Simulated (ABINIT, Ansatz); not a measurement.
# SiTe2 (P-3m1): from the cell to the phonon bands

How does SiTe2 (P-3m1) vibrate, and is this structure a minimum?

Program: ABINIT 10.8.3. Level of theory: DFT LDA, scalar-relativistic, plane waves, HGH norm-conserving pseudopotentials. Results are calculated unless marked as measured.

## Step 1: Starting point

The cell holds 3 atoms: 1 Si and 2 Te. Its edges and angles: a = 3.715 Å, b = 3.715 Å, c = 16.300 Å, α = 90.0°, β = 90.0°, γ = 120.0°. Vacuum lies along c.

## Step 2: Relaxing the cell and atoms

The in-plane cell and the atoms are brought to rest; the spacing across the vacuum is kept.

The starting cell comes from a relaxation made beforehand in Ansatz (LDA, PseudoDojo NC).

Input file relax.abi:

```
# relaxation
ionmov 2
optcell 9
dilatmx 1.08
ntime 40
tolmxf 1.0d-05
tolvrs 1.0d-14
prtwf 0
prtden 0
chksymtnons 0

# basis, mesh and filling
ecut 26.0
ecutsm 3.0
ixc 7
ngkpt 9 9 1
nshiftk 1
shiftk 0.0 0.0 0.0
istwfk *1
occopt 7
tsmear 0.01
nband 14
nstep 100
diemac 1000000.0
prtebands 0
prtgsr 0
useylm 1

# cell and atoms
acell 7.020804005 7.020804005 30.80253583
rprim 
    1.0 0.0 0.0
    -0.5 0.8660254038 0.0
    0.0 0.0 1.0
ntypat 2
znucl 14 52
natom 3
typat 1 2 2
xred 
    0.0 0.0 0.5
    1/3 2/3 0.5986555608
    2/3 1/3 0.4013444392
pp_dirpath "./pseudo"
pseudos "Si.hgh, Te.hgh"
```

On the command line:

```sh
$ OMP_NUM_THREADS=1 mpirun -n 4 abinit relax.abi > relax.log
```

Numbers of over 12 decimals in the logs are rounded to 6 here.

relax.abo, the main output file:

```text
[banners, grids, parts of the stress and lines that vanish by symmetry left out]
- input  file    -> relax.abi
- output file    -> relax.abo
- root for input  files -> relaxi
[...]
Symmetries : space group P-3 m 1 (#164); Bravais hP (primitive hexag.)
[...]
mpw =       10504          nfft =      207360          nkpt =          12
[...]
== DATASET  1 ==================================================================
[...]
cutoff_energies: {ecut:  26.0, pawecutdg:  -1.0, }
[...]
Exchange-correlation functional for the present dataset will be:
  LDA: Perdew-Wang 92 LSD fit to Ceperley-Alder data - ixc=7
[...]
ETOT  1  -20.411876278792    -2.041E+01 1.668E-02 6.490E+02
 ETOT  2  -20.445332490608    -3.346E-02 4.443E-03 1.159E+02
 ETOT  3  -20.445194441807     1.380E-04 2.082E-04 1.450E+02
 ETOT  4  -20.445687436647    -4.930E-04 2.039E-04 9.660E+01
 ETOT  5  -20.445984364640    -2.969E-04 8.043E-05 5.117E+01
[...]
At SCF step   22       vres2   =  1.02E-16 < tolvrs=  1.00E-14 =>converged.
[...]
sigma(1 1)= -2.38692781E-06  sigma(3 2)=  0.00000000E+00
  sigma(2 2)= -2.38692783E-06  sigma(3 1)=  0.00000000E+00
  sigma(3 3)= -7.13288426E-07  sigma(2 1)=  0.00000000E+00
[...]
convergence: {deltae: -3.038E-12, res2:  1.025E-16, residm:  2.542E-07, diffor: null, }
etotal    :  -2.04461656E+01
[...]
ETOT  1  -20.446161669208    -2.045E+01 6.122E-07 3.504E-01
[...]
At SCF step   20       vres2   =  2.40E-15 < tolvrs=  1.00E-14 =>converged.
[...]
sigma(1 1)= -2.19639528E-06  sigma(3 2)=  0.00000000E+00
  sigma(2 2)= -2.19639531E-06  sigma(3 1)=  0.00000000E+00
  sigma(3 3)= -5.79584051E-07  sigma(2 1)=  0.00000000E+00
[...]
convergence: {deltae: -7.351E-12, res2:  2.397E-15, residm:  1.301E-09, diffor: null, }
etotal    :  -2.04461660E+01
[...]
ETOT  1  -20.445693850412    -2.045E+01 2.353E-05 3.789E+01
[...]
At SCF step   22       vres2   =  3.92E-15 < tolvrs=  1.00E-14 =>converged.
[...]
sigma(1 1)= -2.58690884E-07  sigma(3 2)=  0.00000000E+00
  sigma(2 2)= -2.58690910E-07  sigma(3 1)=  0.00000000E+00
  sigma(3 3)=  7.07773799E-07  sigma(2 1)=  0.00000000E+00
[...]
convergence: {deltae: -1.698E-12, res2:  3.916E-15, residm:  4.780E-10, diffor: null, }
etotal    :  -2.04461684E+01
[...]
ETOT  1  -20.446167777719    -2.045E+01 1.653E-07 5.167E-02
[...]
At SCF step   17       vres2   =  8.57E-15 < tolvrs=  1.00E-14 =>converged.
[...]
sigma(1 1)= -2.10845116E-07  sigma(3 2)=  0.00000000E+00
  sigma(2 2)= -2.10845141E-07  sigma(3 1)=  0.00000000E+00
  sigma(3 3)=  6.72621644E-07  sigma(2 1)=  0.00000000E+00
[...]
convergence: {deltae: -2.164E-12, res2:  8.567E-15, residm:  1.087E-11, diffor: null, }
etotal    :  -2.04461684E+01
[...]
ETOT  1  -20.446130982133    -2.045E+01 1.641E-06 2.907E+00
[...]
At SCF step   21       vres2   =  8.34E-15 < tolvrs=  1.00E-14 =>converged.
[...]
sigma(1 1)=  4.96093345E-08  sigma(3 2)=  0.00000000E+00
  sigma(2 2)=  4.96093092E-08  sigma(3 1)=  0.00000000E+00
  sigma(3 3)=  6.72919680E-08  sigma(2 1)=  0.00000000E+00
[...]
convergence: {deltae:  2.824E-12, res2:  8.343E-15, residm:  4.941E-11, diffor: null, }
etotal    :  -2.04461687E+01
[...]
ETOT  1  -20.446168651918    -2.045E+01 6.751E-09 7.260E-03
[...]
ETOT 15  -20.446168738261    -3.862E-12 8.077E-12 1.477E-14
 ETOT 16  -20.446168738258     2.714E-12 1.525E-12 6.955E-15
 At SCF step   16       vres2   =  6.96E-15 < tolvrs=  1.00E-14 =>converged.
[...]
sigma(1 1)=  1.03728774E-08  sigma(3 2)=  0.00000000E+00
  sigma(2 2)=  1.03728521E-08  sigma(3 1)=  0.00000000E+00
  sigma(3 3)=  5.89272415E-09  sigma(2 1)=  0.00000000E+00
[...]
convergence: {deltae:  2.714E-12, res2:  6.955E-15, residm:  1.525E-12, diffor: null, }
etotal    :  -2.04461687E+01
[...]
At Broyd/MD step   6, gradients are converged :
[...]
sigma(1 1)=  1.03728774E-08  sigma(3 2)=  0.00000000E+00
  sigma(2 2)=  1.03728521E-08  sigma(3 1)=  0.00000000E+00
  sigma(3 3)=  5.89272415E-09  sigma(2 1)=  0.00000000E+00
[...]
- sigma(1 1)=  3.05180588E-04  sigma(3 2)=  0.00000000E+00
- sigma(2 2)=  3.05179846E-04  sigma(3 1)=  0.00000000E+00
- sigma(3 3)=  1.73369930E-04  sigma(2 1)=  0.00000000E+00
[...]
fcart     -2.5541934587E-29 -1.4746642809E-29 -0.0000000000E+00
           strten      1.0372877367E-08  1.0372852141E-08  5.8927241509E-09
================================================================================

[key lines of the parts left out:]
pressure_GPa:  -2.6124E-04
Total energy (etotal) [Ha]= -2.04461687382581E+01
```

Run time: 2 min. Hardware: 4 MPI ranks of Arm Neoverse V2, shared host; 8 min of CPU time.

The steps of the relaxation:

| step | energy less that of the first step (eV) | largest force (eV/Å) | volume (Å³) |
| --- | --- | --- | --- |
| 1 | 0.0000 | 0.0079 | 194.85 |
| 2 | 0.0000 | 0.0064 | 194.88 |
| 3 | -0.0001 | 0.0079 | 195.16 |
| 4 | -0.0001 | 0.0075 | 195.17 |
| 5 | -0.0001 | 0.0008 | 195.25 |
| 6 | -0.0001 | 0.0001 | 195.25 |

| cell as run | before | after | change |
| --- | --- | --- | --- |
| a (Å) | 3.715 | 3.719 | +0.1 % |
| b (Å) | 3.715 | 3.719 | +0.1 % |

The relaxed structure:

```
Si Te
1.0
     3.71908    0.00000    0.00000
    -1.85954    3.22082    0.00000
     0.00000    0.00000   16.30000
Si Te
1 2
Direct
  0.00000 0.00000 0.50000
  0.33333 0.66667 0.59865
  0.66667 0.33333 0.40135
```

Numbers from this step:

| Property | Result |
| --- | --- |
| gap on the k-mesh | 0 eV |
| area per atom | 3.993 Å² |

The volume changes by +0.2 % from the cell with which this run began.

## Step 3: Self-consistent run for the response

The response is built on these wavefunctions, so the potential is converged far more tightly than an energy would need. Occupations are smeared.

Input file gs.abi:

```
# ground state
tolvrs 1.0d-16
prtden 1
prtwf 1

# basis, mesh and filling
ecut 20.0
ixc 7
ngkpt 9 9 1
nshiftk 1
shiftk 0.0 0.0 0.0
istwfk *1
occopt 7
tsmear 0.01
nband 14
nstep 100
diemac 1000000.0
prtebands 0
prtgsr 0
useylm 1

# cell and atoms
acell 7.028037792 7.028037792 30.80253583
rprim 
    1.0 0.0 0.0
    -0.5 0.8660254038 0.0
    0.0 0.0 1.0
ntypat 2
znucl 14 52
natom 3
typat 1 2 2
xred 
    0.0 0.0 0.5
    1/3 2/3 0.5986474246
    2/3 1/3 0.4013525754
pp_dirpath "./pseudo"
pseudos "Si.hgh, Te.hgh"
```

On the command line:

```sh
$ OMP_NUM_THREADS=1 mpirun -n 4 abinit gs.abi > gs.log
```

gs.abo, the main output file:

```text
[banners, grids, parts of the stress and lines that vanish by symmetry left out]
- input  file    -> gs.abi
- output file    -> gs.abo
- root for input  files -> gsi
[...]
Symmetries : space group P-3 m 1 (#164); Bravais hP (primitive hexag.)
[...]
mpw =        5661          nfft =      115200          nkpt =          12
[...]
== DATASET  1 ==================================================================
[...]
cutoff_energies: {ecut:  20.0, pawecutdg:  -1.0, }
[...]
Exchange-correlation functional for the present dataset will be:
  LDA: Perdew-Wang 92 LSD fit to Ceperley-Alder data - ixc=7
[...]
ETOT  1  -20.410482645062    -2.041E+01 1.543E-02 3.360E+02
 ETOT  2  -20.444778476086    -3.430E-02 4.343E-04 6.641E+01
 ETOT  3  -20.444647354116     1.311E-04 4.740E-04 8.083E+01
 ETOT  4  -20.445148267422    -5.009E-04 1.705E-04 5.350E+01
 ETOT  5  -20.445428623059    -2.804E-04 1.294E-04 2.976E+01
[...]
ETOT 22  -20.445625143506     1.030E-13 2.131E-07 2.853E-16
 ETOT 23  -20.445625143508    -2.093E-12 2.027E-07 2.659E-18
 At SCF step   23       vres2   =  2.66E-18 < tolvrs=  1.00E-16 =>converged.
[...]
sigma(1 1)=  2.15166799E-06  sigma(3 2)=  0.00000000E+00
  sigma(2 2)=  2.15166796E-06  sigma(3 1)=  0.00000000E+00
  sigma(3 3)=  2.16450099E-06  sigma(2 1)=  0.00000000E+00
[...]
convergence: {deltae: -2.093E-12, res2:  2.659E-18, residm:  2.027E-07, diffor: null, }
etotal    :  -2.04456251E+01
[...]
sigma(1 1)=  2.15166799E-06  sigma(3 2)=  0.00000000E+00
  sigma(2 2)=  2.15166796E-06  sigma(3 1)=  0.00000000E+00
  sigma(3 3)=  2.16450099E-06  sigma(2 1)=  0.00000000E+00
[...]
- sigma(1 1)=  6.33042577E-02  sigma(3 2)=  0.00000000E+00
- sigma(2 2)=  6.33042570E-02  sigma(3 1)=  0.00000000E+00
- sigma(3 3)=  6.36818176E-02  sigma(2 1)=  0.00000000E+00
[...]
fcart      5.1083869170E-29  2.9493285616E-29 -0.0000000000E+00
           strten      2.1516679856E-06  2.1516679603E-06  2.1645009869E-06
================================================================================

[key lines of the parts left out:]
pressure_GPa:  -6.3430E-02
```

Elapsed: 15 s, on 4 MPI ranks; 58 s of CPU time.

(Part 1 of 4 ends here.)

[Host names and launcher messages were left out of these logs when they were recorded.]

[Logs are printed without paths, hosts, clocks, repeated set-up lines and the standing remarks that a program may print on its own settings, such as how far it seeks lower states.]

[Hosts, paths, dates, database ids (printed as entryN), source tags and the programs' standing remarks are cut or masked in the printed files.]
